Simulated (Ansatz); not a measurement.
## Elastic response of random rock-salt alloy of NbC and TiC (64 atoms)

How stiff is random rock-salt alloy of NbC and TiC (64 atoms)?

Main program and level: Ansatz 0.2.0; Kohn-Sham DFT, PBE, PAW (set soft_1), plane waves.

## 1. Set-up

The cell holds 64 atoms: 20 Ti, 32 C and 12 Nb. Cell: a = 8.762 Å, b = 8.762 Å, c = 8.762 Å, α = 90.0°, β = 90.0°, γ = 90.0°. It derives from NbC (rock-salt) and TiC, repeated 2×2×2. Rock-salt NbC, 2 x 2 x 2 conventional cells, 20 of 32 Nb sites given to Ti at random (x = 0.625), lattice by Vegard's rule (a = 4.381 Å); not relaxed, displaced by a Gaussian of 0.02 Å.

## 2. Single point at the start

A single point comes first, to see the forces before anything moves.

File input.yaml:

```yaml
crystal:
  lattice:
    - [8.7624, 0.0, 0.0]
    - [0.0, 8.7624, 0.0]
    - [0.0, 0.0, 8.7624]
  atoms:
    - { symbol: Ti, position: [0.00201, 0.99924, 0.00136] }
    - { symbol: C, position: [0.25232, 0.00286, 0.99899] }
    - { symbol: Nb, position: [0.99947, 0.25153, 0.25091] }
    - { symbol: C, position: [0.25249, 0.25116, 0.25304] }
    - { symbol: Ti, position: [0.24843, 0.00364, 0.24896] }
    - { symbol: C, position: [0.00269, 0.00278, 0.24674] }
    - { symbol: Ti, position: [0.24729, 0.25413, 0.99802] }
    - { symbol: C, position: [0.00019, 0.2535, 0.99862] }
    - { symbol: Ti, position: [0.99905, 0.99993, 0.49985] }
    - { symbol: C, position: [0.25245, 0.0022, 0.4977] }
    - { symbol: Ti, position: [0.99943, 0.25383, 0.75143] }
    - { symbol: C, position: [0.25124, 0.25205, 0.75191] }
    - { symbol: Ti, position: [0.2519, 0.99707, 0.75044] }
    - { symbol: C, position: [0.99955, 0.00447, 0.74919] }
    - { symbol: Nb, position: [0.25132, 0.25077, 0.49705] }
    - { symbol: C, position: [0.99952, 0.24398, 0.49992] }
    - { symbol: Nb, position: [0.00311, 0.50025, 0.99631] }
    - { symbol: C, position: [0.25134, 0.499, 0.99663] }
    - { symbol: Nb, position: [0.99519, 0.75293, 0.24904] }
    - { symbol: C, position: [0.24917, 0.74921, 0.25144] }
    - { symbol: Ti, position: [0.2523, 0.50183, 0.24899] }
    - { symbol: C, position: [0.00189, 0.5039, 0.2517] }
    - { symbol: Nb, position: [0.25089, 0.75173, 0.9992] }
    - { symbol: C, position: [0.00202, 0.74946, 0.99928] }
    - { symbol: Nb, position: [0.0042, 0.4987, 0.50005] }
    - { symbol: C, position: [0.24567, 0.49908, 0.49898] }
    - { symbol: Ti, position: [0.00397, 0.75319, 0.74728] }
    - { symbol: C, position: [0.24861, 0.75022, 0.74829] }
    - { symbol: Ti, position: [0.2483, 0.50049, 0.74829] }
    - { symbol: C, position: [0.00466, 0.50145, 0.74439] }
    - { symbol: Nb, position: [0.25009, 0.75053, 0.50083] }
    - { symbol: C, position: [0.99631, 0.75157, 0.50041] }
    - { symbol: Ti, position: [0.50321, 0.99717, 0.9997] }
    - { symbol: C, position: [0.75081, 0.99702, 0.99741] }
    - { symbol: Ti, position: [0.50092, 0.24535, 0.24959] }
    - { symbol: C, position: [0.74708, 0.24812, 0.25008] }
    - { symbol: Nb, position: [0.74712, 0.00107, 0.24906] }
    - { symbol: C, position: [0.4975, 0.00296, 0.2478] }
    - { symbol: Nb, position: [0.75159, 0.24956, 0.99908] }
    - { symbol: C, position: [0.49922, 0.2451, 0.00161] }
    - { symbol: Ti, position: [0.49969, 0.00137, 0.4972] }
    - { symbol: C, position: [0.74891, 0.00272, 0.50029] }
    - { symbol: Nb, position: [0.49855, 0.25025, 0.74978] }
    - { symbol: C, position: [0.74449, 0.25147, 0.75067] }
    - { symbol: Nb, position: [0.75161, 0.0007, 0.74795] }
    - { symbol: C, position: [0.50092, 0.99727, 0.75155] }
    - { symbol: Ti, position: [0.74942, 0.24698, 0.50074] }
    - { symbol: C, position: [0.49981, 0.25288, 0.49831] }
    - { symbol: Ti, position: [0.50259, 0.50027, 0.00279] }
    - { symbol: C, position: [0.74796, 0.50169, 0.00037] }
    - { symbol: Ti, position: [0.50015, 0.74807, 0.25021] }
    - { symbol: C, position: [0.7504, 0.75165, 0.25298] }
    - { symbol: Ti, position: [0.75196, 0.49918, 0.25097] }
    - { symbol: C, position: [0.50396, 0.49543, 0.248] }
    - { symbol: Ti, position: [0.75156, 0.749, 0.00253] }
    - { symbol: C, position: [0.49744, 0.74637, 0.00222] }
    - { symbol: Nb, position: [0.49881, 0.50006, 0.49943] }
    - { symbol: C, position: [0.74934, 0.50038, 0.50424] }
    - { symbol: Ti, position: [0.49667, 0.74876, 0.75088] }
    - { symbol: C, position: [0.75348, 0.74982, 0.75157] }
    - { symbol: Ti, position: [0.75099, 0.49883, 0.75094] }
    - { symbol: C, position: [0.50069, 0.50038, 0.74899] }
    - { symbol: Ti, position: [0.74997, 0.75801, 0.49974] }
    - { symbol: C, position: [0.50022, 0.74923, 0.50382] }
kpoints:
  mp_grid: { grid: [2, 2, 2] }
hamiltonian:
  xc: pbe
  pseudopotentials: { kind: paw, azcp: { folder: soft_1 } }
scf:
  occupations: { method: fermi_dirac, width: 0.05 }
output:
  forces: true
```

Run with:

```sh
ansatz run input.yaml --threads 8 --pin off --max-ram 15872MiB --backend cpu --events-out ev --progress --plain --runs-dir out
```

Numbers of over 12 decimals in the logs are rounded to 6 here.

The program printed:

```text
[...]
Pseudopotentials: kind: paw
Pseudopotential: Ti, paw, valence charge 12, recommended cutoff 420 eV (normal), soft_1/Ti.paw.azcp
Pseudopotential: C, paw, valence charge 4, recommended cutoff 420 eV (normal), soft_1/C.paw.azcp
Pseudopotential: Nb, paw, valence charge 13, recommended cutoff 420 eV (normal), soft_1/Nb.paw.azcp
[...]
Crystal: 64 atoms, lattice volume = 672.774 Å³
Basis set: ecut = 420 eV, 13205 PW (Γ), exchange–correlation on 120×120×120 points (8 copies of the dense FFT grid, shifted against one another)
Bands: 326, of which v1, the nominal top of the filled ones, is band 262 counted from 1 (261 counted from 0)
Symmetry: 1 space group operations
Space group: P1 (ITA 1), of the structure as read, at distance tolerance 8.8e-5 Å
k-points: 8
[...]
Initial density: superposition of atomic densities (chi_scale 0.1, normalization cell, long waves kept (reshape's long-wave potential 0.02 eV rms))
Initial wavefunctions: pseudopotential atomic-orbital guess
[...]
SCF iter   1: F=—  HF=-112753.519276 eV  |F-HF|=—  |Δ(HF+E_count)|=         —  Δρ=1.54e-1  dr2=2.46e2  ethr=3.10e-3  ⟨swp⟩=4.0  Hψ=7675  notcnv=0
preconditioner: auto → Kerker (q_TF=auto, 2.617 Å⁻¹)  [metal: Δε(μ)=0.022 eV  Ē_g=8.004 eV  σ=0.050 eV  W_gap=0.11  n_scr=202 (ndim 8)  ℏωp=23.4 eV  f_vac=0.000  D(μ)=24.15/eV (n_scr^D=178)]
[...]
SCF iter   9: F=—  HF=-112697.751347 eV  |F-HF|=—  |Δ(HF+E_count)|=   1.62e-7  Δρ=7.67e-6  dr2=6.51e-7  ethr=3.67e-10  ⟨swp⟩=2.0  Hψ=3538  notcnv=0  defer=217
SCF iter  10: F=-112697.751347 eV  HF=-112697.751347 eV  |F-HF|=3.46e-9  |Δ(HF+E_count)|=   1.19e-7  Δρ=8.54e-7  dr2=6.28e-9  ethr=1.91e-11  ⟨swp⟩=2.0  Hψ=8106  notcnv=0
SCF 1 converged in 10 iterations: F = -112697.751347 eV  dr2 = 6.28e-9
[...]
SCF converged after 10 iterations
Free energy (F): -112697.751347 eV
Harris-Foulkes:  -112697.751347 eV  (|F-HF|=3.46e-9)
Internal energy: -112697.401163 eV  (E = F + TS)
E sigma→0 (E₀):  -112697.576255 eV
Entropy (-TS):   -0.350184 eV (-5.472 meV/atom)
Fermi energy:    16.751344 eV
--- Per-component energies (eV) ---
[...]
Σ components = -112697.751347   (vs F -112697.751347, Δ=0.00e0)
--- Forces (eV/Å), atoms counted from 1 ---
  atom   1  Ti     0.03806936     0.25690924    -0.58434743
  atom   2  C     -0.29267773     0.11072723     0.08431426
  atom   3  Nb     0.05882935    -0.25506046    -0.20714746
  atom   4  C     -0.04345023     0.13788300    -0.84649727
[...]
atom  64  C      0.39457681     0.60509094    -0.43384709
  max |Σ_I F_I| component: 7.18e-6 eV/Å
```

Elapsed: 16 s, on 8 threads of INTEL XEON PLATINUM 8581C at 2.10GHz (Emerald Rapids), shared host; peak memory 7.9 GiB.

The column dr2 measures how far the density is from self-consistency, as an energy; F and HF (Harris–Foulkes) agree once it is small.

The r.m.s. force at the start is 0.38 eV/Å.

## 3. Cell and atoms relaxed

Cell and atoms are freed together, to release stress as well as forces.

File input.yaml:

```yaml
crystal:
  lattice:
    - [8.7624, 0.0, 0.0]
    - [0.0, 8.7624, 0.0]
    - [0.0, 0.0, 8.7624]
  atoms:
    [... the 64 atom lines of step 2 ...]
kpoints:
  mp_grid: { grid: [2, 2, 2] }
hamiltonian:
  xc: pbe
  pseudopotentials: { kind: paw, azcp: { folder: soft_1 } }
scf:
  occupations: { method: fermi_dirac, width: 0.05 }
output:
  forces: true
relax:
  f_tol: 0.05
  max_steps: 150
  cell: {}
```

The program printed:

```text
[...]
Crystal: 64 atoms, lattice volume = 672.774 Å³
Basis set: ecut = 420 eV, 13205 PW (Γ), exchange–correlation on 120×120×120 points (8 copies of the dense FFT grid, shifted against one another)
Bands: 326, of which v1, the nominal top of the filled ones, is band 262 counted from 1 (261 counted from 0)
Symmetry: 1 space group operations
[...]
k-points: 8
[...]
SCF iter   1: F=—  HF=-112753.519276 eV  |F-HF|=—  |Δ(HF+E_count)|=         —  Δρ=1.54e-1  dr2=2.46e2  ethr=3.10e-3  ⟨swp⟩=4.0  Hψ=7675  notcnv=0
[...]
SCF iter   9: F=—  HF=-112697.751347 eV  |F-HF|=—  |Δ(HF+E_count)|=   1.62e-7  Δρ=7.66e-6  dr2=6.51e-7  ethr=3.67e-10  ⟨swp⟩=2.0  Hψ=3538  notcnv=0  defer=217
SCF iter  10: F=-112697.751347 eV  HF=-112697.751347 eV  |F-HF|=3.41e-9  |Δ(HF+E_count)|=   1.19e-7  Δρ=8.53e-7  dr2=6.27e-9  ethr=1.91e-11  ⟨swp⟩=2.0  Hψ=8107  notcnv=0
SCF 1 converged in 10 iterations: F = -112697.751347 eV  dr2 = 6.27e-9
[...]
relax step   1: F+E_penalty+E_count = -112697.75134718 eV  Δ(F+E_penalty+E_count) = +0.000e0 eV  max|allowed force component| = 1.201e0 eV/Å  Δτ_max = 0.0000 Å  P = +3.458 GPa  Ω = 672.774 Å³  (10 SCF iters, dr2 threshold 1.00e-7 eV, accepted)
[...]
relax step   2: F+E_penalty+E_count = -112698.31457999 eV  Δ(F+E_penalty+E_count) = -5.632e-1 eV  max|allowed force component| = 6.017e-1 eV/Å  Δτ_max = 0.0819 Å  P = -0.842 GPa  Ω = 681.807 Å³  energy of the carried Pulay correction = -1.127e-2 eV  (6 SCF iters, dr2 threshold 6.40e-6 eV, accepted)
[...]
relax step   3: F+E_penalty+E_count = -112698.59977785 eV  Δ(F+E_penalty+E_count) = -2.852e-1 eV  max|allowed force component| = 8.122e-2 eV/Å  Δτ_max = 0.0516 Å  P = +0.198 GPa  Ω = 678.866 Å³  energy of the carried Pulay correction = -7.619e-3 eV  (6 SCF iters, dr2 threshold 6.40e-6 eV, accepted)
[...]
relax step   4: F+E_penalty+E_count = -112698.60369691 eV  Δ(F+E_penalty+E_count) = -3.919e-3 eV  max|allowed force component| = 1.867e-2 eV/Å  Δτ_max = 0.0115 Å  P = +0.001 GPa  Ω = 679.369 Å³  energy of the carried Pulay correction = -8.245e-3 eV  (6 SCF iters, dr2 threshold 4.12e-7 eV, accepted)
[...]
relax step   5: F+E_penalty+E_count = -112698.61005347 eV  Δ(F+E_penalty+E_count) = -6.357e-3 eV  max|allowed force component| = 1.868e-2 eV/Å  Δτ_max = 0.0000 Å  P = +0.014 GPa  Ω = 679.369 Å³  stress off target by 4.60e-2 GPa  SCF on the basis re-selected at this cell (its energy is not comparable with the rows above)  (6 SCF iters)
basis re-selected at this cell: Δ(F+E_penalty+E_count) = -6.357e-3 eV, ΔP = +0.013 GPa vs the last step (what re-selecting the basis moved, of the pressure what is left beyond the Pulay correction that the steps carried, after the strain that the cell walked since its last selection, [...]
SCF converged after 6 iterations
Free energy (F): -112698.610053 eV
[...]
Internal energy: -112698.275764 eV  (E = F + TS)
E sigma→0 (E₀):  -112698.442909 eV
Entropy (-TS):   -0.334290 eV (-5.223 meV/atom)
Fermi energy:    16.567732 eV
[...]
Σ components = -112698.610053   (vs F -112698.610053, Δ=0.00e0)
--- Forces (eV/Å), atoms counted from 1 ---
  atom   1  Ti    -0.00272179     0.00323719    -0.00594162
  atom   2  C      0.00013320    -0.00070460    -0.00008797
  atom   3  Nb     0.00539842     0.00165176     0.00553003
  atom   4  C      0.00325368     0.00406227    -0.00301597
[...]
atom  64  C     -0.00849006    -0.00661222    -0.00249576
  max |Σ_I F_I| component: 4.61e-6 eV/Å
--- Stress (GPa, compression-positive) ---
        0.038874       0.010791      -0.011388
        0.010791      -0.019845       0.004147
       -0.011388       0.004147       0.024149
  P = ⅓ Tr σ = 0.0144 GPa (0.144 kbar)
--- Relaxed structure (4 steps of the walk, 4 accepted, 1 SCFs on fresh bases) ---
  F+E_penalty+E_count = -112698.61005347 eV   max|allowed force component| = 1.868e-2 eV/Å   (the final SCF, on the basis selected at the relaxed cell)
  cell:  # Å, volume = 679.3692 Å³
    - [8.789718, -0.000340058, 0.00208865]
    - [-0.000340058, 8.795860, -0.000630039]
    - [0.00208865, -0.000630039, 8.787244]
  atoms:
    - { symbol: Ti, position: [0.00194602, 0.999173, -0.00259826] }
    - { symbol: C, position: [0.250091, 0.00258495, 1.000065] }
    - { symbol: Nb, position: [1.001202, 0.248510, 0.249203] }
    - { symbol: C, position: [0.251790, 0.251699, 0.248375] }
[...]
- { symbol: C, position: [0.503792, 0.753550, 0.499785] }
```

Run time: 53 s. Hardware: 8 threads; peak memory 7.9 GiB.

The relaxation converged after 4 steps, with a largest force component of 0.019 eV/Å.

[end of part 1 of 3]

[Logs are printed without paths, hosts, clocks, repeated set-up lines and the standing remarks that a program may print on its own settings, such as how far it seeks lower states.]

[Hosts, paths, dates, database ids (printed as entryN), source tags and the programs' standing remarks are cut or masked in the printed files.]
